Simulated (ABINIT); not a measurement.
# BP (F-43m): making up for missing bands, part 2 of 2

Can a closure trick stand in for empty bands in GW on BP (F-43m)?

ABINIT 10.8.3; PBE and many-body steps on it, plane waves. Known limits of the many-body steps: short of the basis limit.

So far. Step 3 (Screening, 6×6×6 mesh, 201 bands, screening to 304.8 eV): Local fields lower ε∞ by 9 %. Step 4 (201 bands): The gap on the mesh goes from 1.35 eV to 2.08 eV, a correction of +0.73 eV.

### 6. 21 bands

This step: G0W0 on PBE, plane waves, norm-conserving pseudopotentials.

run.abi reads:

```
acell 3*1.0 Angstrom
rprim 
  0.000000000000 2.269000000000 2.269000000000
  2.269000000000 0.000000000000 2.269000000000
  2.269000000000 2.269000000000 0.000000000000
ntypat 2
znucl 5 15
natom 2
typat 1 2
xred 
  0.000000000000 0.000000000000 0.000000000000
  0.250000000000 0.250000000000 0.250000000000
pp_dirpath "pseudos"
pseudos "B.upf, P.upf"
ecut 34
ngkpt 6 6 6
nshiftk 1
shiftk 0 0 0
kptopt 1
chksymbreak 0
istwfk *1
occopt 1
irdwfk 1
optdriver 4
nband 21
gwcalctyp 0
ecutsigx 34
symsigma 1
nkptgw 2
kptgw 
  0.0000000000 0.0000000000 0.0000000000
  0.5000000000 0.5000000000 0.0000000000
bdgw 
  2 7
  3 6
ecuteps 11.2
irdscr 1
ppmodel 1
indata_prefix "in"
outdata_prefix "out"
tmpdata_prefix "tmp"
```

Command:

```bash
> OMP_NUM_THREADS=1 mpirun -n 4 abinit run.abi > log
```

Log:

```text
.Version 10.8.3 of ABINIT. v10.8.2 released Aug 2026.

 Symmetries : space group F-4 3 m (#216); Bravais cF (face-center cubic)
[... echo of the input left out ...]
== DATASET  1 ==================================================================
-   mpi_nproc: 4, omp_nthreads: 1 (-1 if OMP is not activated)

--- !DatasetInfo
iteration_state: {dtset: 1, }
dimensions: {natom: 2, nkpt: 16, mband: 21, nsppol: 1, nspinor: 1, nspden: 1, mpw: 1524, }
cutoff_energies: {ecut:  34.0, pawecutdg:  -1.0, }
electrons: {nelect:   8.00000000E+00, charge:   0.00000000E+00, occopt:   1.00000000E+00, tsmear:   1.00000000E-02, }

 SIGMA: Calculation of the GW corrections

 Based on a program developped by R.W. Godby, V. Olevano, G. Onida, and L. Reining.
 Incorporated in ABINIT by V. Olevano, G.-M. Rignanese, and M. Torrent.
.Using double precision arithmetic ; gwpc =  8

[... cell and pseudopotentials left out ...]
--------------------------------------------------------------------------------

 ==== K-mesh for the wavefunctions ====
 Number of points in the irreducible wedge :    16
[... list of points left out ...]
 Together with 24 symmetry operations and time-reversal symmetry
 yields   216 points in the full Brillouin Zone.

 ==== Q-mesh for screening function ====
 Number of points in the irreducible wedge :    16
[... list of points left out ...]
 Together with 24 symmetry operations and time-reversal symmetry
 yields   216 points in the full Brillouin Zone.

 vcoul_init : cutoff-mode = AUXILIARY_FUNCTION
 q-points for optical limit:   1
     1)      0.000010    0.000020    0.000030
 setmesh: FFT mesh size selected  =    32x   32x   32
          total number of points  =        32768

 Number of electrons calculated from density =    8.0000; Expected =    8.0000
[...]
number of omega for Sigma on real axis              0
 max omega for Sigma on real axis  [eV]           0.00
 zcut for avoiding poles [eV]                     0.10

 EPSILON^-1 parameters (SCR file):
 dimension of the eps^-1 matrix on file            283
 dimension of the eps^-1 matrix used               283
 number of plane-waves for wavefunctions          1459
 number of bands                                    21
 number of q-points in IBZ                          16
 number of frequencies                               2
 number of real frequencies                          1
 number of imag frequencies                          1

 matrix elements of self-energy operator (all in [eV])

 Perturbative Calculation

--- !SelfEnergy_ee
iteration_state: {dtset: 1, }
kpoint     : [   0.000,    0.000,    0.000, ]
spin       : 1
KS_gap     :    3.407
QP_gap     :    4.273
Delta_QP_KS:    0.866
data: !SigmaeeData |
     Band     E0 <VxcDFT>   SigX SigC(E0)      Z dSigC/dE  Sig(E)    E-E0       E
        2   7.266 -13.300 -15.048   1.754   0.797  -0.255 -13.295   0.005   7.270
        3   7.266 -13.300 -15.048   1.754   0.797  -0.255 -13.295   0.005   7.270
        4   7.266 -13.300 -15.048   1.754   0.797  -0.255 -13.295   0.005   7.270
[...]
--- !SelfEnergy_ee
iteration_state: {dtset: 1, }
kpoint     : [   0.500,    0.500,    0.000, ]
spin       : 1
KS_gap     :    5.461
QP_gap     :    6.379
Delta_QP_KS:    0.918
data: !SigmaeeData |
     Band     E0 <VxcDFT>   SigX SigC(E0)      Z dSigC/dE  Sig(E)    E-E0       E
[...]
5   8.613 -10.826  -6.523  -3.542   0.809  -0.236 -10.211   0.615   9.228
        6   8.933 -10.680  -6.271  -3.582   0.814  -0.228 -10.007   0.673   9.606

== END DATASET(S) ==============================================================
================================================================================

 -outvars: echo values of variables after computation  --------
           etotal      0.0000000000E+00
            nband          21
             nkpt          16
          spgroup         216
 [... the other variables as echoed above ...]

 Calculation completed.
```

Run time: 5.9 s. Hardware: 4 MPI ranks of Intel Xeon Platinum 8488C (Sapphire Rapids), shared host; peak memory 0.76 GiB.

Numbers from this step:

```
G0W0 gap on the mesh                         : 1.958 eV
starting gap on the mesh                     : 1.347 eV
k of the valence top                         : 0, 0, 0
k of the conduction bottom                   : 0.5, 0.5, 0
Z at the valence top                         : 0.797
Z at the conduction bottom                   : 0.809
least direct G0W0 gap on the computed points : 4.273 eV
```

Against G0W0 in ABINIT (6×6×6 mesh, 201 bands, screening to 304.8 eV, Godby-Needs plasmon pole), the gap moves by −0.122 eV.

### 7. Screening, 6×6×6 mesh, 21 bands, screening to 304.8 eV

This step: RPA screening on PBE, plane waves, norm-conserving pseudopotentials.

run.abi: that of step 6 with these lines changed.

```diff
@@ -23,17 +23,10 @@
 irdwfk 1
-optdriver 4
+optdriver 3
 nband 21
-gwcalctyp 0
-ecutsigx 34
-symsigma 1
-nkptgw 2
-kptgw 
-  0.0000000000 0.0000000000 0.0000000000
-  0.5000000000 0.5000000000 0.0000000000
-bdgw 
-  2 7
-  3 6
 ecuteps 11.2
-irdscr 1
-ppmodel 1
+inclvkb 2
+awtr 1
+symchi 1
+gwcomp 1
+gwencomp 1.5
 indata_prefix "in"
```

Log:

```text
.Version 10.8.3 of ABINIT. v10.8.2 released Aug 2026.

 Symmetries : space group F-4 3 m (#216); Bravais cF (face-center cubic)
[... echo of the input left out ...]
== DATASET  1 ==================================================================
-   mpi_nproc: 4, omp_nthreads: 1 (-1 if OMP is not activated)

--- !DatasetInfo
iteration_state: {dtset: 1, }
dimensions: {natom: 2, nkpt: 16, mband: 21, nsppol: 1, nspinor: 1, nspden: 1, mpw: 1524, }
cutoff_energies: {ecut:  34.0, pawecutdg:  -1.0, }
[...]
--------------------------------------------------------------------------------
[... chi0 elements left out ...]
 For q-point:  0.000010 0.000020 0.000030
  dielectric constant =   9.7343
  dielectric constant without local fields =  10.6423

  Average fulfillment of the sum rule on Im[epsilon] for q-point    1 :    103.62  [%]
[... wings left out ...]
  q-point number  2        q = ( 0.166667, 0.000000, 0.000000) [r.l.u.]
--------------------------------------------------------------------------------
[... chi0 elements left out ...]
  Average fulfillment of the sum rule on Im[epsilon] for q-point    2 :     98.65  [%]

 [... 14 further q-points ...]
```

Elapsed: 50 s, on 4 MPI ranks; peak memory 0.52 GiB.

Numbers from this step:

```
ε∞ with local fields, on this mesh    : 9.734
ε∞ without local fields, on this mesh : 10.64
plasma frequency                      : 21.73 eV
plane waves in the screening matrix   : 283
```

### 8. 21 bands, completed

This step: G0W0 on PBE, plane waves, norm-conserving pseudopotentials.

run.abi: that of step 7 with these lines changed.

```diff
@@ -23,8 +23,17 @@
 irdwfk 1
-optdriver 3
+optdriver 4
 nband 21
+gwcalctyp 0
+ecutsigx 34
+symsigma 1
+nkptgw 2
+kptgw 
+  0.0000000000 0.0000000000 0.0000000000
+  0.5000000000 0.5000000000 0.0000000000
+bdgw 
+  2 7
+  3 6
 ecuteps 11.2
-inclvkb 2
-awtr 1
-symchi 1
+irdscr 1
+ppmodel 1
 gwcomp 1
```

Log:

```text
.Version 10.8.3 of ABINIT. v10.8.2 released Aug 2026.

 Symmetries : space group F-4 3 m (#216); Bravais cF (face-center cubic)
[... echo of the input left out ...]
== DATASET  1 ==================================================================
-   mpi_nproc: 4, omp_nthreads: 1 (-1 if OMP is not activated)

--- !DatasetInfo
iteration_state: {dtset: 1, }
dimensions: {natom: 2, nkpt: 16, mband: 21, nsppol: 1, nspinor: 1, nspden: 1, mpw: 1524, }
cutoff_energies: {ecut:  34.0, pawecutdg:  -1.0, }
[...]
Band     E0 <VxcDFT>   SigX SigC(E0)      Z dSigC/dE  Sig(E)    E-E0       E
[...]
5   8.613 -10.826  -6.523  -4.316   0.809  -0.236 -10.837  -0.010   8.602
        6   8.933 -10.680  -6.271  -4.354   0.814  -0.229 -10.636   0.044   8.977

== END DATASET(S) ==============================================================
================================================================================

 -outvars: echo values of variables after computation  --------
           etotal      0.0000000000E+00
            nband          21
             nkpt          16
          spgroup         216
 [... the other variables as echoed above ...]

 Calculation completed.
```

It took 6.5 s on 4 MPI ranks; peak memory 0.76 GiB; 25 s of CPU time.

Numbers from this step:

```yaml
g0w0_gap_on_the_mesh: 2.142 eV
starting_gap_on_the_mesh: 1.347 eV
k_of_the_valence_top: 0, 0, 0
k_of_the_conduction_bottom: 0.5, 0.5, 0
least_direct_g0w0_gap_on_the_computed_points: 4.330 eV
```

Against G0W0 in ABINIT (6×6×6 mesh, 201 bands, screening to 304.8 eV, Godby-Needs plasmon pole), the gap moves by +0.062 eV.

### 9. Screening, 6×6×6 mesh, 73 bands, screening to 304.8 eV

This step: RPA screening on PBE, plane waves, norm-conserving pseudopotentials.

run.abi: that of step 8 with these lines changed.

```diff
@@ -23,19 +23,8 @@
 irdwfk 1
-optdriver 4
-nband 21
-gwcalctyp 0
-ecutsigx 34
-symsigma 1
-nkptgw 2
-kptgw 
-  0.0000000000 0.0000000000 0.0000000000
-  0.5000000000 0.5000000000 0.0000000000
-bdgw 
-  2 7
-  3 6
+optdriver 3
+nband 73
 ecuteps 11.2
-irdscr 1
-ppmodel 1
-gwcomp 1
-gwencomp 1.5
+inclvkb 2
+awtr 1
+symchi 1
 indata_prefix "in"
```

Log:

```text
.Version 10.8.3 of ABINIT. v10.8.2 released Aug 2026.

 Symmetries : space group F-4 3 m (#216); Bravais cF (face-center cubic)
[... echo of the input left out ...]
== DATASET  1 ==================================================================
-   mpi_nproc: 4, omp_nthreads: 1 (-1 if OMP is not activated)

--- !DatasetInfo
iteration_state: {dtset: 1, }
dimensions: {natom: 2, nkpt: 16, mband: 73, nsppol: 1, nspinor: 1, nspden: 1, mpw: 1524, }
cutoff_energies: {ecut:  34.0, pawecutdg:  -1.0, }
[...]
--------------------------------------------------------------------------------
[... chi0 elements left out ...]
 For q-point:  0.000010 0.000020 0.000030
  dielectric constant =   9.7311
  dielectric constant without local fields =  10.6498

  Average fulfillment of the sum rule on Im[epsilon] for q-point    1 :     86.43  [%]
[... wings left out ...]
  q-point number  2        q = ( 0.166667, 0.000000, 0.000000) [r.l.u.]
--------------------------------------------------------------------------------
[... chi0 elements left out ...]
  Average fulfillment of the sum rule on Im[epsilon] for q-point    2 :     93.00  [%]

 [... 14 further q-points ...]
```

It took 29 s on 4 MPI ranks; peak memory 0.72 GiB; 1.9 min of CPU time.

This step gave:

| Item | Value |
| --- | --- |
| ε∞ with local fields, on this mesh | 9.731 |
| ε∞ without local fields, on this mesh | 10.65 |
| plasma frequency | 21.73 eV |
| plane waves in the screening matrix | 283 |

### 10. 73 bands

This step: G0W0 on PBE, plane waves, norm-conserving pseudopotentials.

run.abi: that of step 9 with these lines changed.

```diff
@@ -23,8 +23,17 @@
 irdwfk 1
-optdriver 3
+optdriver 4
 nband 73
+gwcalctyp 0
+ecutsigx 34
+symsigma 1
+nkptgw 2
+kptgw 
+  0.0000000000 0.0000000000 0.0000000000
+  0.5000000000 0.5000000000 0.0000000000
+bdgw 
+  2 7
+  3 6
 ecuteps 11.2
-inclvkb 2
-awtr 1
-symchi 1
+irdscr 1
+ppmodel 1
 indata_prefix "in"
```

Log:

```text
.Version 10.8.3 of ABINIT. v10.8.2 released Aug 2026.

 Symmetries : space group F-4 3 m (#216); Bravais cF (face-center cubic)
[... echo of the input left out ...]
== DATASET  1 ==================================================================
-   mpi_nproc: 4, omp_nthreads: 1 (-1 if OMP is not activated)

--- !DatasetInfo
iteration_state: {dtset: 1, }
dimensions: {natom: 2, nkpt: 16, mband: 73, nsppol: 1, nspinor: 1, nspden: 1, mpw: 1524, }
cutoff_energies: {ecut:  34.0, pawecutdg:  -1.0, }
[...]
Band     E0 <VxcDFT>   SigX SigC(E0)      Z dSigC/dE  Sig(E)    E-E0       E
[...]
5   8.613 -10.826  -6.523  -4.122   0.805  -0.242 -10.680   0.146   8.759
        6   8.933 -10.680  -6.271  -4.165   0.810  -0.235 -10.483   0.197   9.130

== END DATASET(S) ==============================================================
================================================================================

 -outvars: echo values of variables after computation  --------
           etotal      0.0000000000E+00
            nband          73
             nkpt          16
          spgroup         216
 [... the other variables as echoed above ...]

 Calculation completed.
```

Wall time 14 s (4 MPI ranks); peak memory 0.96 GiB.

This step gave:

- G0W0 gap on the mesh: 2.037 eV
- starting gap on the mesh: 1.347 eV
- k of the valence top: 0, 0, 0
- k of the conduction bottom: 0.5, 0.5, 0
- least direct G0W0 gap on the computed points: 4.271 eV

Against G0W0 in ABINIT (6×6×6 mesh, 201 bands, screening to 304.8 eV, Godby-Needs plasmon pole), the gap moves by −0.043 eV.

### 11. Screening, 6×6×6 mesh, 73 bands, screening to 304.8 eV

This step: RPA screening on PBE, plane waves, norm-conserving pseudopotentials.

run.abi: that of step 10 with these lines changed.

```diff
@@ -23,17 +23,10 @@
 irdwfk 1
-optdriver 4
+optdriver 3
 nband 73
-gwcalctyp 0
-ecutsigx 34
-symsigma 1
-nkptgw 2
-kptgw 
-  0.0000000000 0.0000000000 0.0000000000
-  0.5000000000 0.5000000000 0.0000000000
-bdgw 
-  2 7
-  3 6
 ecuteps 11.2
-irdscr 1
-ppmodel 1
+inclvkb 2
+awtr 1
+symchi 1
+gwcomp 1
+gwencomp 3
 indata_prefix "in"
```

Log:

```text
.Version 10.8.3 of ABINIT. v10.8.2 released Aug 2026.

 Symmetries : space group F-4 3 m (#216); Bravais cF (face-center cubic)
[... echo of the input left out ...]
== DATASET  1 ==================================================================
-   mpi_nproc: 4, omp_nthreads: 1 (-1 if OMP is not activated)

--- !DatasetInfo
iteration_state: {dtset: 1, }
dimensions: {natom: 2, nkpt: 16, mband: 73, nsppol: 1, nspinor: 1, nspden: 1, mpw: 1524, }
cutoff_energies: {ecut:  34.0, pawecutdg:  -1.0, }
[...]
--------------------------------------------------------------------------------
[... chi0 elements left out ...]
 For q-point:  0.000010 0.000020 0.000030
  dielectric constant =   9.7340
  dielectric constant without local fields =  10.6498

  Average fulfillment of the sum rule on Im[epsilon] for q-point    1 :    100.69  [%]
[... wings left out ...]
  q-point number  2        q = ( 0.166667, 0.000000, 0.000000) [r.l.u.]
--------------------------------------------------------------------------------
[... chi0 elements left out ...]
  Average fulfillment of the sum rule on Im[epsilon] for q-point    2 :     97.77  [%]

 [... 14 further q-points ...]
```

The job ended after 70 s (4 MPI ranks; peak memory 0.74 GiB).

Read from the output:

```
ε∞ with local fields, on this mesh    : 9.734
ε∞ without local fields, on this mesh : 10.65
plasma frequency                      : 21.73 eV
plane waves in the screening matrix   : 283
```

### 12. 73 bands, completed

This step: G0W0 on PBE, plane waves, norm-conserving pseudopotentials.

run.abi: that of step 11 with these lines changed.

```diff
@@ -23,8 +23,17 @@
 irdwfk 1
-optdriver 3
+optdriver 4
 nband 73
+gwcalctyp 0
+ecutsigx 34
+symsigma 1
+nkptgw 2
+kptgw 
+  0.0000000000 0.0000000000 0.0000000000
+  0.5000000000 0.5000000000 0.0000000000
+bdgw 
+  2 7
+  3 6
 ecuteps 11.2
-inclvkb 2
-awtr 1
-symchi 1
+irdscr 1
+ppmodel 1
 gwcomp 1
```

Log:

```text
.Version 10.8.3 of ABINIT. v10.8.2 released Aug 2026.

 Symmetries : space group F-4 3 m (#216); Bravais cF (face-center cubic)
[... echo of the input left out ...]
== DATASET  1 ==================================================================
-   mpi_nproc: 4, omp_nthreads: 1 (-1 if OMP is not activated)

--- !DatasetInfo
iteration_state: {dtset: 1, }
dimensions: {natom: 2, nkpt: 16, mband: 73, nsppol: 1, nspinor: 1, nspden: 1, mpw: 1524, }
cutoff_energies: {ecut:  34.0, pawecutdg:  -1.0, }
[...]
Band     E0 <VxcDFT>   SigX SigC(E0)      Z dSigC/dE  Sig(E)    E-E0       E
[...]
5   8.613 -10.826  -6.523  -4.258   0.805  -0.243 -10.790   0.036   8.649
        6   8.933 -10.680  -6.271  -4.301   0.810  -0.235 -10.593   0.087   9.020

== END DATASET(S) ==============================================================
================================================================================

 -outvars: echo values of variables after computation  --------
           etotal      0.0000000000E+00
            nband          73
             nkpt          16
          spgroup         216
 [... the other variables as echoed above ...]

 Calculation completed.
```

Wall time 16 s (4 MPI ranks); peak memory 0.96 GiB; 62 s of CPU time.

This step gave:

- G0W0 gap on the mesh: 2.082 eV
- starting gap on the mesh: 1.347 eV
- k of the valence top: 0, 0, 0
- k of the conduction bottom: 0.5, 0.5, 0
- least direct G0W0 gap on the computed points: 4.289 eV

Against G0W0 in ABINIT (6×6×6 mesh, 201 bands, screening to 304.8 eV, Godby-Needs plasmon pole), the gap moves by +0.002 eV.

### 13. Side by side

Times are wall times on 4 MPI ranks of Intel Xeon Platinum 8488C (Sapphire Rapids), shared host, good to a factor of about two. A run's time includes the screening step that it read.

| run | mesh | bands | screening cutoff (eV) | DFT gap (eV) | gap on the mesh (eV) | direct (eV) | ε∞ used | time |
| --- | --- | --- | --- | --- | --- | --- | --- | --- |
| 201 bands | 6×6×6 | 201 | 304.8 | 1.347 | 2.080 | 4.288 | 9.74 | 1.9 min |
| 21 bands | 6×6×6 | 21 | 304.8 | 1.347 | 1.958 | 4.273 | 9.69 | 16 s |
| 21 bands, completed | 6×6×6 | 21 | 304.8 | 1.347 | 2.142 | 4.330 | 9.73 | 56 s |
| 73 bands | 6×6×6 | 73 | 304.8 | 1.347 | 2.037 | 4.271 | 9.73 | 43 s |
| 73 bands, completed | 6×6×6 | 73 | 304.8 | 1.347 | 2.082 | 4.289 | 9.73 | 86 s |

### 14. Results

```json
{"201 bands": "2.080 eV", "21 bands": "1.958 eV", "21 bands, completed": "2.142 eV", "73 bands": "2.037 eV", "73 bands, completed": "2.082 eV"}
```

**Reading.** 21 bands: −0.122 eV against 201 bands. 21 bands, completed: +0.062 eV against 201 bands. 73 bands: −0.043 eV against 201 bands. 73 bands, completed: +0.002 eV against 201 bands. The row with most bands is itself short of the limit, so it is no exact reference, and agreement of a truncated run with it can be a cancellation between the edges.

[Long decimals in the printed logs are rounded to 6 places.]

[Logs are printed without paths, hosts, clocks, repeated set-up lines and the standing remarks that a program may print on its own settings, such as how far it seeks lower states.]

[Paths, hosts, dates, memory and timing lines, banners, echoed tables and standing remarks are left out of the program output; an Ansatz launch command may be rebuilt from the run's recorded settings. Measured values are a selection of at most five: reports struck by readers or far from the other reports are left out. None is set beside runs whose start may be inverted or whose files or cutoffs have a known fault.]

[Runs of the session that timed out or met a known fault of the program may be left out.]

[Hosts, paths, dates, database ids (printed as entryN), source tags and the programs' standing remarks are cut or masked in the printed files.]

[G0W0 gaps are taken among the corrected bands and points alone; a level outside them can change the order at an edge.]

[Where Ansatz stands beside ABINIT at settings called matched, ABINIT's density can come from a denser mesh and the files from another edition; pairs whose starting gaps differed by over 0.03 eV were left out, so agreement reads better than it is.]
